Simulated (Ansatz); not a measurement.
# Lattice dynamics of Ag (Fm-3m, 1 atom in the cell), part 2 of 2

Task: relax Ag (Fm-3m, 1 atom in the cell), then find its harmonic phonons.

Ansatz 0.2.0; DFT PBE, scalar-relativistic, plane waves, PAW.

So far. Step 3 (Relaxing to small forces for the phonons): The forces vanish by symmetry and the pressure is 0.000 GPa, within the tolerances set. The cell now holds 17.83 Å³/atom. The relaxed cell has a = 4.147 Å (conventional setting).

## 4. The dispersion

Stability and thermal properties need the whole zone. Linear response on a 4×4×4 q mesh gives force constants as far as a supercell of that size would.

The input, input.yaml:

```yaml
crystal:
  lattice:
    - [0.0, 2.0737002689, 2.0737002689]
    - [2.0737002689, 0.0, 2.0737002689]
    - [2.0737002689, 2.0737002689, 0.0]
  atoms:
    - { symbol: Ag, position: [0.0, 0.0, 0.0] }
kpoints:
  mp_grid: { grid: [20, 20, 20] }
hamiltonian:
  xc: pbe
scf:
  occupations: { method: methfessel_paxton, width: 0.2 }
output:
  eigenvalues: true
phonons:
  method: dfpt
  qmesh: [4, 4, 4]
  temperatures: { t_max: 1000, t_step: 50 }
  qpath:
    path:
      - [[0.0, 0.0, 0.0], [0.5, 0.0, 0.5], [0.625, 0.25, 0.625]]
      - [[0.375, 0.375, 0.75], [0.0, 0.0, 0.0], [0.5, 0.5, 0.5], [0.5, 0.25, 0.75], [0.5, 0.0, 0.5]]
    npoints: 10
```

On the command line:

```
$ ansatz run input.yaml --threads 4 --pin off --max-ram 7168MiB --backend cpu --events-out ev --progress --plain --runs-dir out
```

Numbers of over 12 decimals in the logs are rounded to 6 here.

The log of the run:

```text
[...]
Crystal: 1 atoms, lattice volume = 17.835 Å³
Basis set: ecut = 420 eV, 339 PW (Γ), exchange–correlation on 40×40×40 points (8 copies of the dense FFT grid, shifted against one another)
Bands: 14, of which v1, the nominal top of the filled ones, is band 10 counted from 1 (9 counted from 0)
Symmetry: 48 space group operations
k-points: 256 of 8000
[...]
SCF iter   1: F=—  HF=-7590.555694 eV  |F-HF|=—  |Δ(HF+E_count)|=         —  Δρ=7.75e-4  dr2=1.56e-5  ethr=1.77e-3  ⟨swp⟩=4.0  Hψ=16948  notcnv=0
[...]
SCF iter   7: F=-7590.555925 eV  HF=-7590.555925 eV  |F-HF|=9.09e-13  |Δ(HF+E_count)|=  3.73e-11  S|Δr|=    0.00e0  Δρ=1.25e-7  dr2=1.60e-12  ethr=1.00e-12  ⟨swp⟩=5.9  Hψ=14081  notcnv=0
SCF 1 converged in 7 iterations: F = -7590.555925 eV  dr2 = 1.60e-12
[...]
NSCF: frozen V_eff on 256 k-points
[...]
DFPT response loops at q = (0, 0, 0) (fractional): preconditioner auto → Kerker (q_TF=auto, 2.757 Å⁻¹) (partly filled bands, converged f_vac=0.000); β = 1.00, the filter's whole step (`scf.mixing.beta` (0.50) is not read by the response loops under this deck's `scf.mixing.preconditioner`; to damp them name `kerker` or `kerker_dos`, under which they read `scf.mixing.beta`, and type it under 1.00, their step now; both keys bind the ground state too); Broyden in place of MSR1
[...]
SCF converged after 7 iterations
[...]
Free energy (F): -7590.555925 eV
[...]
Internal energy: -7590.556260 eV  (E = F + TS)
E sigma→0 (E₀):  -7590.556009 eV
Entropy (-TS):   0.000335 eV (0.335 meV/atom)
Fermi energy:    16.366988 eV
[...]
--- Band table (eV; the first three rows and the last of 256) ---
  k-point 0: bands = [... 6 lower, 11.7392, 11.7392, 12.6980, 12.6980, 32.1589, 35.4831, 35.4831, 35.4831]
  k-point 1: bands = [... 6 lower, 11.7597, 11.7597, 12.6902, 12.6902, 32.1686, 34.8004, 35.5072, 35.5072]
  k-point 2: bands = [... 6 lower, 11.8148, 11.8148, 12.6731, 12.6731, 31.9925, 33.5574, 35.5650, 35.5650]
  k-point 255: bands = [... 6 lower, 11.4930, 12.7104, 13.6303, 22.1525, 22.1525, 23.0434, 24.3077, 38.4507]
--- Phonons (Γ-DFPT): 1 representative perturbation + reference (Σ response iterations 3) ---
  ASR residual: 1.127e-4 → 0.000e0 eV/Å²; symmetrization residual: 1.122e-11 eV/Å²
  ASR residual per site (eV/Å²): 1.13e-4
  Γ frequencies (cm⁻¹): 0.00 0.00 0.00
--- Phonons (arbitrary-q DFPT): 8 irreducible q on the 4×4×4 mesh ---
  q = [0.0000, 0.0000, 0.0000] (star 1, of the zone-centre solve; hermiticity 3.99e-9, symmetrization 9.95e-8): -0.00 -0.00 -0.00
  q = [0.0000, 0.0000, 0.2500] (star 8, 1 solved perturbation on 4200 of 8000 k-point pairs; hermiticity 1.16e-7, symmetrization 5.80e-8): 48.85 48.85 115.33
[...]
q = [0.0000, 0.2500, 0.2500] (star 6, 2 solved perturbations in 3420 linear systems a pass and spin channel, the states on 2210 of 8000 k-point pairs; hermiticity 3.03e-8, symmetrization 1.92e-8): 74.11 74.11 116.50
[...]
sum rule: each row above includes the acoustic sum rule's correction from the zone centre's row sums; it moved no ω² by more than (0.53 cm⁻¹)²
  mesh force constants: q→R imaginary residual 0.00e0; ASR residual 1.127e-4 → 0.000e0 eV/Å²; symmetrization residual 2.665e-15 eV/Å²
  interpolated dispersion: 62 rows × 3 modes
  density of states and harmonic sums: on the 28×28×28 q-mesh, interpolated from the force constants of a 4×4×4 supercell (no non-analytic term)
  largest difference from the sums on the solved wave vectors: F 1.32e-2 eV, S 1.72e-5 and C_V 4.03e-6 eV/K
  zero-point energy: 0.019049 eV/cell   skipped modes (ω ≤ 0): 3   left out of the sums: 4.56e-5 of the cell's modes: C_V's classical limit lies that fraction below 3 k_B per atom; for a crystal, a wire or a layer, F and S can be off by more, and a phonons.interpolated_qmesh denser along its periods is the remedy for the sampling
```

Elapsed: 5.1 min, on 4 threads of Arm Neoverse N1, shared host; peak memory 4 GiB; 19 min of CPU time.

This step gave:

* sum-rule residual before enforcement: 1.13e-4 eV/Å²
* lowest frequency on the path: 0 cm⁻¹
* highest frequency on the path or at a solved wavevector: 158 cm⁻¹
* mean frequency: 102.4 cm⁻¹
* Debye temperature (second moment): 199 K
* logarithmic mean frequency: 96.8 cm⁻¹
* lowest mode on the q mesh (acoustic modes at Γ apart): 48.85 cm⁻¹
* zero-point energy per atom: 19.05 meV
* heat capacity at 300 K: 24.40 J/(mol atoms K)
* vibrational entropy at 300 K: 44.35 J/(mol atoms K)

Frequencies (cm⁻¹) solved at each irreducible wavevector; negative means imaginary. Frequencies by wavevector, by row:

| q in reciprocal lattice units | star | mode 1 | mode 2 | mode 3 |
| --- | --- | --- | --- | --- |
| 0 0 0 | 1 | 0 | 0 | 0 |
| 0 0 0.25 | 8 | 48.9 | 48.9 | 115.3 |
| 0 0 -0.5 | 4 | 70.8 | 70.8 | 158 |
| 0 0.25 0.25 | 6 | 74.1 | 74.1 | 116.5 |
| 0 0.25 -0.5 | 24 | 88.9 | 102.8 | 146.3 |
| 0 0.25 -0.25 | 12 | 69.6 | 103.9 | 137.3 |
| 0 -0.5 -0.5 | 3 | 105.3 | 105.3 | 156 |
| 0.25 -0.5 -0.25 | 6 | 100.5 | 129.7 | 129.7 |

Interpolated from a 4×4×4 q mesh. The phonon branches at the labelled points (cm⁻¹):

| point | branch 1 | branch 2 | branch 3 |
| --- | --- | --- | --- |
| Γ | 0 | 0 | 0 |
| halfway | 74 | 74 | 116 |
| X | 105 | 105 | 156 |
| halfway | 102 | 110 | 152 |
| U | 95 | 122 | 141 |
| jump to K | 95 | 122 | 141 |
| halfway | 53 | 81 | 125 |
| Γ | 0 | 0 | 0 |
| halfway | 49 | 49 | 115 |
| L | 71 | 71 | 158 |
| halfway | 84 | 104 | 147 |
| W | 100 | 130 | 130 |
| halfway | 103 | 112 | 148 |
| X | 105 | 105 | 156 |

The phonon branches as a text plot (rows in cm⁻¹):

```
    155 |           ****                        *****          **
    148 |         **    *                      *     **      **
    142 |        *       **                   *        **   *
    135 |                  *****                           *
    128 |       *          *                 *           ***
    122 |                ** *   *                       *
    115 |      *        *                   *          *    **
    109 |             **     **  *                            ***
    102 |         *******                             *  ********
     95 |    **  *       **    *           *         *  *
     89 |                  *      **                *  *
     82 |       *           *   *                    **
     76 |   *  *             **           *       ***
     69 |                                      ****
     63 |    **                * *  *         *
     56 |                       *            *
     49 |  **                     **     *  *
     43 |                        *         *
     36 |                           *
     30 | **                      ** *    *
     23 |                           *   **
     16 | *                          *
     10 |                            *  *
      3 |*                            **
         Γ           X  U|K            Γ         L        W     X
```

Tetrahedra on a 28×28×28 mesh, mean over bins of 2 cm-1. Interpolated from a 4×4×4 q mesh. Phonon density of states against wavenumber; read off at these points:

wavenumber (cm⁻¹), phonon density of states (1/cm⁻¹/cell) and a bar:
```
      5.0     0.0001 
     10.0     0.0003 
     15.0     0.0007 
     20.0     0.0012 #
     25.0     0.0019 #
     30.0     0.0028 ##
     35.0     0.0039 ##
     40.0     0.0052 ###
     45.0     0.0067 ####
     50.0     0.0086 #####
     55.0     0.0111 ######
     60.0     0.0143 ########
     65.0     0.0188 ##########
     70.0     0.0279 ###############
     75.0     0.0343 ###################
     80.0     0.0359 ####################
     85.0     0.0373 ####################
     90.0     0.0385 #####################
     95.0     0.0392 #####################
     99.0     0.0397 ######################
    100.0     0.0377 #####################
    105.0     0.0261 ##############
    110.0     0.0235 #############
    115.0     0.0214 ############
    120.0     0.0190 ##########
    125.0     0.0155 ########
    130.0     0.0091 #####
    135.0     0.0235 #############
    140.0     0.0452 #########################
    145.0     0.0549 ##############################
    150.0     0.0269 ###############
    155.0     0.0109 ######
```

Second derivatives of the energy by pair, one row for each kind of neighbour of each atom listed. Each entry sums the pair over the periodic images of the supercell that the q mesh stands for, and in a polar crystal it holds the long-range dipole part too. Force constants by pair, by row:

| atom | neighbour | distance (Å) | third of the trace (eV/Å²) | along the pair's line (eV/Å²) |
| --- | --- | --- | --- | --- |
| Ag1 | itself | 0 | 4.556 | – |
| Ag1 | Ag | 2.933 | -0.3556 | -1.268 |
| Ag1 | Ag | 4.147 | -0.0038 | -0.0613 |
| Ag1 | Ag | 5.08 | -0.0169 | -0.0482 |
| Ag1 | Ag | 5.865 | 0.0103 | 0.0377 |
| Ag1 | Ag | 6.558 | 0.0052 | 0.0091 |
| Ag1 | Ag | 7.184 | 0.0078 | 0.0078 |

Harmonic thermodynamic functions per atom, from the density of states. Interpolated from a 4×4×4 q mesh. Thermodynamic functions, by row:

| T (K) | F_vib (meV/atom) | S (J/mol-atom/K) | C_V (J/mol-atom/K) |
| --- | --- | --- | --- |
| 0 | 19.05 | 0 | 0 |
| 50 | 17.93 | 7.023 | 12.96 |
| 100 | 11.07 | 18.97 | 20.68 |
| 200 | -17.43 | 34.57 | 23.75 |
| 300 | -58.64 | 44.35 | 24.4 |
| 400 | -108.4 | 51.41 | 24.64 |
| 500 | -164.7 | 56.92 | 24.75 |
| 600 | -226.1 | 61.43 | 24.81 |
| 700 | -291.8 | 65.26 | 24.84 |
| 800 | -361.2 | 68.58 | 24.86 |
| 900 | -433.8 | 71.51 | 24.88 |
| 1000 | -509.3 | 74.13 | 24.89 |

Harmonic mean-square displacement, third of the trace. Interpolated from a 4×4×4 q mesh. Mean square displacements, by row:

| T (K) | Ag1 U_eq (Å²) |
| --- | --- |
| 0 | 0.00174 |
| 100 | 0.00374 |
| 300 | 0.01026 |
| 600 | 0.02034 |

Symmetry leaves 8 wavevectors to solve. The lowest mode among them, the acoustic zeros apart, lies at q = (0, 0, 0.25) and is real, 48.9 cm⁻¹.

## 5. Finite displacements in a supercell

Finite displacements in a 2×2×2 supercell give force constants from forces alone. They are exact at the wavevectors that the supercell holds, where they check the linear-response result.

input.yaml: that of step 4 with these lines changed.

```diff
@@ -16,4 +16,4 @@
 phonons:
-  method: dfpt
-  qmesh: [4, 4, 4]
+  method: fd
+  supercell: [2, 2, 2]
   temperatures: { t_max: 1000, t_step: 50 }
```

The log of the run:

```text
[...]
Crystal: 8 atoms, lattice volume = 142.678 Å³
Basis set: ecut = 420 eV, 2741 PW (Γ), exchange–correlation on 80×80×80 points (8 copies of the dense FFT grid, shifted against one another)
Bands: 88, of which v1, the nominal top of the filled ones, is band 76 counted from 1 (75 counted from 0)
Symmetry: 384 space group operations
k-points: 47 of 1000
[...]
SCF iter   1: F=—  HF=-60724.447401 eV  |F-HF|=—  |Δ(HF+E_count)|=         —  Δρ=1.25e-7  dr2=9.18e-12  ethr=1.00e-12  ⟨swp⟩=3.0  Hψ=10555  notcnv=0
[...]
SCF iter   2: F=-60724.447401 eV  HF=-60724.447401 eV  |F-HF|=7.28e-12  |Δ(HF+E_count)|=  1.46e-11  S|Δr|=    0.00e0  Δρ=8.09e-8  dr2=3.84e-12  ethr=1.00e-12  ⟨swp⟩=2.9  Hψ=9484  notcnv=0
SCF 1 converged in 2 iterations: F = -60724.447401 eV  dr2 = 3.84e-12
[...]
Symmetry: 8 space group operations
k-points: 102 of 1000 (time reversal used)
[...]
SCF iter   8: F=-60724.447386 eV  HF=-60724.447386 eV  |F-HF|=0.00e0  |Δ(HF+E_count)|=    0.00e0  S|Δr|=    0.00e0  Δρ=3.14e-8  dr2=1.19e-12  ethr=1.00e-12  ⟨swp⟩=4.0  Hψ=36940  notcnv=0
SCF 2 converged in 8 iterations: F = -60724.447386 eV  dr2 = 1.19e-12
[...]
SCF converged after 2 iterations
[...]
Free energy (F): -60724.447401 eV
[...]
Internal energy: -60724.450082 eV  (E = F + TS)
E sigma→0 (E₀):  -60724.448071 eV
Entropy (-TS):   0.002682 eV (0.335 meV/atom)
Fermi energy:    16.366987 eV
[...]
--- Band table (eV; the first three rows and the last of 47) ---
  k-point 0: bands = [... 72 lower, 13.6293, 16.0777, 16.0777, 16.0777, 16.0777, 18.0028, 18.0028, 18.0028, ... 8 higher]
  k-point 1: bands = [... 72 lower, 13.6059, 15.5620, 16.2146, 16.2146, 16.2146, 17.9497, 17.9497, 17.9497, ... 8 higher]
  k-point 2: bands = [... 72 lower, 13.5639, 14.5486, 16.5226, 16.5226, 16.5226, 17.8219, 17.8219, 17.8219, ... 8 higher]
  k-point 46: bands = [... 72 lower, 13.6694, 13.6694, 14.2624, 14.2624, 18.0253, 18.0253, 19.4238, 19.4238, ... 8 higher]
--- Phonons: 1 displaced member + reference (amplitude 0.0025 Å, Σ member SCF iterations 8) ---
  symmetry images taken by strict's conditions (phonons.symmetry_images: auto; settled by no image being taken that strict refuses)
  ASR residual: 1.975e-4 → 0.000e0 eV/Å²; symmetrization residual: 4.441e-15 eV/Å²
  largest component of a force at the reference: 1.7e-28 eV/Å
  ASR residual per site (eV/Å²): 1.97e-4
  Γ frequencies (cm⁻¹): 0.00 0.00 0.00
[...]
```

Elapsed: 60 s, on 4 threads; peak memory 1.3 GiB; 3.9 min of CPU time.

This step gave:

| Item | Value |
| --- | --- |
| atoms in the supercell | 8 |
| sum-rule residual before enforcement | 1.97e-4 eV/Å² |

Interpolated from a 2×2×2 supercell, rough between the solved points. Phonon branches along the path, in cm⁻¹:

| point | branch 1 | branch 2 | branch 3 |
| --- | --- | --- | --- |
| Γ | 0 | 0 | 0 |
| halfway | 74 | 74 | 110 |
| X | 105 | 105 | 156 |
| halfway | 103 | 112 | 153 |
| U | 96 | 126 | 143 |
| jump to K | 96 | 126 | 143 |
| halfway | 54 | 84 | 120 |
| Γ | 0 | 0 | 0 |
| halfway | 50 | 50 | 112 |
| L | 71 | 71 | 158 |
| halfway | 85 | 107 | 149 |
| W | 105 | 133 | 133 |
| halfway | 105 | 114 | 150 |
| X | 105 | 105 | 156 |

The phonon branches as a text plot (rows in cm⁻¹):

```
    155 |           ****                        ******        ***
    148 |         **    **                     *      **     *
    142 |        *        *                   *         *   *
    135 |                  ****                          ***
    128 |       *         *    *             *             *
    122 |                *  *   *                       *   *
    115 |              **    **                        *     *
    109 |      *      *                     *         *   **  ***
    102 |         *******      * *                       *  *****
     95 |        *       **                *         *  *
     89 |    **            *                        *  *
     82 |       *           *   * **                 **
     76 |      *             **                   ***
     69 |   *                    *        *    ****
     63 |    **                *              *
     56 |                       *   *        *
     49 |  **                     **     *  *
     43 |                        *         *
     36 |                         ***
     30 |  *                         *    *
     23 | *                         *   **
     16 | *                          *
     10 |                            *  *
      3 |*                            **
         Γ           X  U|K            Γ         L        W     X
```

Tetrahedra on a 26×26×26 mesh, mean over bins of 2 cm-1. Interpolated from a 2×2×2 supercell, rough between the solved points. Table of phonon density of states by wavenumber; read off at these points:

| wavenumber (cm⁻¹) | phonon density of states (1/cm⁻¹/cell) |
| --- | --- |
| 1.0 | 0 |
| 5.0 | 4.0e-5 |
| 9.0 | 1.6e-4 |
| 13.0 | 4.1e-4 |
| 19.0 | 9.7e-4 |
| 23.0 | 0.00142 |
| 27.0 | 0.00203 |
| 31.0 | 0.0027 |
| 35.0 | 0.00357 |
| 39.0 | 0.00452 |
| 43.0 | 0.00571 |
| 47.0 | 0.00704 |
| 53.0 | 0.00962 |
| 57.0 | 0.0117 |
| 61.0 | 0.0145 |
| 65.0 | 0.0181 |
| 69.0 | 0.0237 |
| 73.0 | 0.0319 |
| 77.0 | 0.0330 |
| 83.0 | 0.0346 |
| 87.0 | 0.0358 |
| 91.0 | 0.0369 |
| 95.0 | 0.0378 |
| 99.0 | 0.0390 |
| 103.0 | 0.0399 |
| 107.0 | 0.0229 |
| 113.0 | 0.0227 |
| 117.0 | 0.0225 |
| 121.0 | 0.0215 |
| 125.0 | 0.0203 |
| 129.0 | 0.0184 |
| 133.0 | 0.0118 |
| 137.0 | 0.0308 |
| 141.0 | 0.0454 |
| 145.0 | 0.0542 |
| 147.0 | 0.0410 |
| 151.0 | 0.0240 |
| 155.0 | 0.0114 |
| 159.0 | 0 |

On this path the spectrum ends at 158 cm⁻¹ (at L). No branch goes imaginary on this path.

## 6. What came out

* space group after relaxation (within 0.01 Å): Fm-3m
* volume per atom: 17.8 Å³
* electronic character: no gap on this mesh
* lowest mode on the q mesh (acoustic modes at Γ apart): 48.9 cm⁻¹
* highest frequency on the path or at a solved wavevector: 158 cm⁻¹
* zero-point energy per atom: 19.1 meV
* heat capacity at 300 K: 24.4 J/(mol atoms K)
* vibrational entropy at 300 K: 44.3 J/(mol atoms K)
* Debye temperature (second moment): 199 K
* imaginary modes on the 4×4×4 q mesh: none

The structure is a minimum as far as tested: no mode is imaginary at the 8 irreducible wavevectors of the 4×4×4 mesh, and the softest away from the acoustic zeros lies at 49 cm⁻¹. With no gap, or one that is small against the smearing, the frequencies hang on the k mesh and the smearing, most of all near Kohn anomalies. These are harmonic frequencies at zero temperature: anharmonic shifts, linewidths and thermal expansion are left out.

[Logs are printed without paths, hosts, clocks, repeated set-up lines and the standing remarks that a program may print on its own settings, such as how far it seeks lower states.]

[Hosts, paths, dates, database ids (printed as entryN), source tags and the programs' standing remarks are cut or masked in the printed files.]
